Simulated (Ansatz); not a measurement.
# Si on Ni(100): change of the work function, part 2 of 2

Aim: the work function of Ni(100) at several coverages of Si (hollow site), and the dipole that each adsorbate carries.

Ansatz 0.2.0; plane-wave DFT, PBE, Ansatz PAW.

So far, work function, upper face (eV): step 2 (the clean slab) 4.88; step 3 (37 atoms, coverage 0.111 ML, cell 3x3) 4.90; step 4 (17 atoms, coverage 0.25 ML, cell 2x2) 4.86.

### Step 5. Adsorbate added, k-mesh 6×6×1, coverage 0.5 ML

System of this step: Si/Ni(100). The cell holds 18 atoms: 16 Ni and 2 Si. Its edges and angles: a = 4.978 Å, b = 4.978 Å, c = 24.897 Å, α = 90.0°, β = 90.0°, γ = 90.0°. Vacuum lies along c.

input.yaml reads:

```yaml
crystal:
  lattice:
    - [4.9780317396, 0.0, 0.0]
    - [0.0, 4.9780317396, 0.0]
    - [0.0, 0.0, 24.8973126539]
  atoms:
    - { symbol: Ni, position: [0.25, 0.25, 0.3614847966], spin: 0.76 }
    - { symbol: Ni, position: [0.0, 0.0, 0.4321751568], spin: 0.69 }
    - { symbol: Ni, position: [0.25, 0.25, 0.5037551102], spin: 0.7 }
    - { symbol: Ni, position: [0.0, 0.0, 0.5717733824], spin: 0.76 }
    - { symbol: Ni, position: [0.25, 0.75, 0.3614847966], spin: 0.76 }
    - { symbol: Ni, position: [0.0, 0.5, 0.4321751568], spin: 0.69 }
    - { symbol: Ni, position: [0.25, 0.75, 0.5037551102], spin: 0.7 }
    - { symbol: Ni, position: [0.0, 0.5, 0.5717733824], spin: 0.76 }
    - { symbol: Ni, position: [0.75, 0.25, 0.3614847966], spin: 0.76 }
    - { symbol: Ni, position: [0.5, 0.0, 0.4321751568], spin: 0.69 }
    - { symbol: Ni, position: [0.75, 0.25, 0.5037551102], spin: 0.7 }
    - { symbol: Ni, position: [0.5, 0.0, 0.5717733824], spin: 0.76 }
    - { symbol: Ni, position: [0.75, 0.75, 0.3614847966], spin: 0.76 }
    - { symbol: Ni, position: [0.5, 0.5, 0.4321751568], spin: 0.69 }
    - { symbol: Ni, position: [0.75, 0.75, 0.5037551102], spin: 0.7 }
    - { symbol: Ni, position: [0.5, 0.5, 0.5717733824], spin: 0.76 }
    - { symbol: Si, position: [0.25, 0.25, 0.6385152034] }
    - { symbol: Si, position: [0.75, 0.75, 0.6385152034] }
magnetization:
  spin_polarized: true
kpoints:
  mp_grid: { grid: [6, 6, 1] }
hamiltonian:
  xc: pbe
scf:
  occupations: { method: fermi_dirac, width: 0.1 }
  convergence: { dr2_threshold: 1.0e-08 }
efield:
  axis: 3
  dipole_correction: true
  ramp_position: 0.97
  ramp_width: 0.06
relax:
  f_tol: 0.02
  max_steps: 60
  constraints: [{ sites: [0, 1, 4, 5, 8, 9, 12, 13] }]
output:
  dos: { projected: true, e_range: [-8, 4] }
  write_potential: true
  write_density: true
  volumetric_format: npy
  elf: true
```

Launch:

```
> ansatz run input.yaml --threads 8 --pin off --max-ram 16384MiB --backend cpu --events-out ev --progress --plain --runs-dir out
```

The job ended after 4.3 min (8 threads of Arm Neoverse V2, shared host; peak memory 5.5 GiB).

Step by step:

| step | energy less that of the first step (eV) | largest force component (eV/Å) |
| --- | --- | --- |
| 1 | 0.0000 | 1.4245 |
| 2 | -0.2462 | 1.0595 |
| 3 | -0.4839 | 0.3442 |
| 4 | -0.4978 | 0.0241 |
| 5 | -0.4979 | 0.0043 |

Forces are held to the 16 operations that the run works with; a distortion that breaks them can't arise in this run.

The atoms that moved most (Å):

| atom | dx | dy | dz | length |
| --- | --- | --- | --- | --- |
| Si18 | 0.000 | 0.000 | -0.176 | 0.176 |
| Si17 | 0.000 | 0.000 | -0.176 | 0.176 |
| Ni4 | 0.000 | 0.000 | 0.077 | 0.077 |
| Ni8 | 0.000 | 0.000 | 0.077 | 0.077 |
| Ni16 | 0.000 | 0.000 | 0.077 | 0.077 |
| Ni12 | 0.000 | 0.000 | 0.077 | 0.077 |
| Ni3 | 0.000 | 0.000 | -0.052 | 0.052 |
| Ni15 | 0.000 | 0.000 | -0.052 | 0.052 |

Final coordinates:

```cif
data_structure
_symmetry_space_group_name_H-M 'P 1'
_symmetry_Int_Tables_number 1
_cell_length_a 4.9780
_cell_length_b 4.9780
_cell_length_c 24.8973
_cell_angle_alpha 90.000
_cell_angle_beta 90.000
_cell_angle_gamma 90.000
_cell_volume 616.98
loop_
_atom_site_label
_atom_site_type_symbol
_atom_site_fract_x
_atom_site_fract_y
_atom_site_fract_z
_atom_site_occupancy
Ni1 Ni 0.25000 0.25000 0.36148 1
Ni2 Ni 0.00000 0.00000 0.43218 1
Ni3 Ni 0.25000 0.25000 0.50167 1
Ni4 Ni 0.00000 0.00000 0.57487 1
Ni5 Ni 0.25000 0.75000 0.36148 1
Ni6 Ni 0.00000 0.50000 0.43218 1
Ni7 Ni 0.25000 0.75000 0.50392 1
Ni8 Ni 0.00000 0.50000 0.57487 1
Ni9 Ni 0.75000 0.25000 0.36148 1
Ni10 Ni 0.50000 0.00000 0.43218 1
Ni11 Ni 0.75000 0.25000 0.50392 1
Ni12 Ni 0.50000 0.00000 0.57487 1
Ni13 Ni 0.75000 0.75000 0.36148 1
Ni14 Ni 0.50000 0.50000 0.43218 1
Ni15 Ni 0.75000 0.75000 0.50167 1
Ni16 Ni 0.50000 0.50000 0.57487 1
Si17 Si 0.25000 0.25000 0.63145 1
Si18 Si 0.75000 0.75000 0.63145 1
```

The relaxation took 5 steps and lowered the energy by 0.50 eV; the largest force on the free atoms ends at 0.0043 eV/Å.

The covered face has 4.60 eV, -0.28 eV against the clean one; the bare back face has moved by +0.01 eV, a measure of how thin the slab is.

### Step 6. The covered slab, k-mesh 12×12×1, coverage 1 ML

System of this step: Si/Ni(100). The cell holds 5 atoms: 4 Ni and 1 Si. Cell: a = 2.489 Å, b = 2.489 Å, c = 24.897 Å, α = 90.0°, β = 90.0°, γ = 90.0°. Vacuum lies along c.

input.yaml, the sections that differ from step 5:

```yaml
crystal:
  lattice:
    - [2.4890158698, 0.0, 0.0]
    - [0.0, 2.4890158698, 0.0]
    - [0.0, 0.0, 24.8973126539]
  atoms:
    - { symbol: Ni, position: [0.5, 0.5, 0.3614847966], spin: 0.76 }
    - { symbol: Ni, position: [0.0, 0.0, 0.4321751568], spin: 0.69 }
    - { symbol: Ni, position: [0.5, 0.5, 0.5037551102], spin: 0.7 }
    - { symbol: Ni, position: [0.0, 0.0, 0.5717733824], spin: 0.76 }
    - { symbol: Si, position: [0.5, 0.5, 0.6385152034] }
kpoints:
  mp_grid: { grid: [12, 12, 1] }
relax:
  f_tol: 0.02
  max_steps: 60
  constraints: [{ sites: [0, 1] }]
output:
  write_potential: true
  write_density: true
  volumetric_format: npy
# magnetization, hamiltonian, scf, efield: as in step 5
```

Wall time 37 s (8 threads); peak memory 0.82 GiB; 4.6 min of CPU time.

Relaxation path:

| step | energy less that of the first step (eV) | largest force component (eV/Å) |
| --- | --- | --- |
| 1 | 0.0000 | 0.7852 |
| 2 | -0.0278 | 0.4893 |
| 3 | -0.0456 | 0.0735 |
| 4 | -0.0459 | 0.0217 |
| 5 | -0.0459 | 0.0007 |

Forces are held to the 8 operations that the run works with; a distortion that breaks them can't arise in this run.

The atoms that moved most (Å):

| atom | dx | dy | dz | length |
| --- | --- | --- | --- | --- |
| Si5 | 0.000 | 0.000 | 0.131 | 0.131 |
| Ni4 | 0.000 | 0.000 | 0.096 | 0.096 |
| Ni3 | 0.000 | 0.000 | -0.025 | 0.025 |

The relaxed structure:

```xyz
5
Lattice="2.4890 0.0000 0.0000 0.0000 2.4890 0.0000 0.0000 0.0000 24.8973" Properties=species:S:1:pos:R:3
Ni    1.2445    1.2445    9.0000
Ni    0.0000    0.0000   10.7600
Ni    1.2445    1.2445   12.5174
Ni    0.0000    0.0000   14.3321
Si    1.2445    1.2445   16.0283
```

The relaxation took 5 steps and lowered the energy by 0.046 eV; the largest force on the free atoms ends at 6.9e-4 eV/Å.

The covered face has 5.09 eV, +0.21 eV against the clean one; the bare back face has moved by +0.02 eV, a measure of how thin the slab is.

### Step 7. Work function against coverage

This step: plane-wave DFT, PBE, Ansatz PAW; work function against coverage (Ansatz 0.2.0).

The runs are now put side by side.

This step gave:

```yaml
work_function_of_the_clean_face: 4.883 eV
largest_change_of_the_work_function: -0.2822 eV
```

Work function of the covered face against coverage:

| coverage (adsorbates/nm²) | work function of the covered face (eV) |
| --- | --- |
| 0.00 | 4.88 |
| 1.79 | 4.90 |
| 4.04 | 4.86 |
| 8.07 | 4.60 |
| 16.14 | 5.09 |

The dipole per adsorbate comes from the change of the cell's dipole. Coverage, by row:

| coverage (1/nm²) | coverage (ML) | work function (eV) | change (eV) | dipole per adsorbate, positive end outwards (debye) | mean height of the added atoms over the highest substrate atom (Å) |
| --- | --- | --- | --- | --- | --- |
| 1.793 | 0.1111 | 4.9 | 0.01696 | -0.013 | 1.299 |
| 4.035 | 0.25 | 4.859 | -0.02418 | 0.021 | 1.324 |
| 8.071 | 0.5 | 4.601 | -0.2822 | 0.095 | 1.409 |
| 16.14 | 1 | 5.089 | 0.2061 | -0.031 | 1.696 |

### Step 8. Results

```json
{
 "work function of the clean face": "4.88 eV",
 "work function at 0.11 ML": "4.90 eV",
 "work function at 0.25 ML": "4.86 eV",
 "work function at 0.5 ML": "4.60 eV",
 "work function at 1 ML": "5.09 eV",
 "dipole per adsorbate at 0.11 ML, positive end outwards": "-0.01 D"
}
```

At the lowest coverage Si changes the work function of Ni(100) by under 0.15 eV, within the error of so thin a slab; the largest change, -0.28 eV, comes at higher coverage. The work function passes a minimum near 0.5 ML among the coverages run and rises again. The slab has 4 layers, at the tabulated experimental lattice constant, one starting site was run, and quantum-size effects of a slab this thin can reach one or two tenths of an eV. The magnetic order is the one reached from the typed start; other orders were not compared.

[Logs are printed without paths, hosts, clocks, repeated set-up lines and the standing remarks that a program may print on its own settings, such as how far it seeks lower states.]

[Hosts, paths, dates, database ids (printed as entryN), source tags and the programs' standing remarks are cut or masked in the printed files.]

[Maps of the electrostatic potential energy from Ansatz leave out the sawtooth potential of an applied field or a dipole correction, so their vacuum need not be flat; planar profiles and work functions include it.]
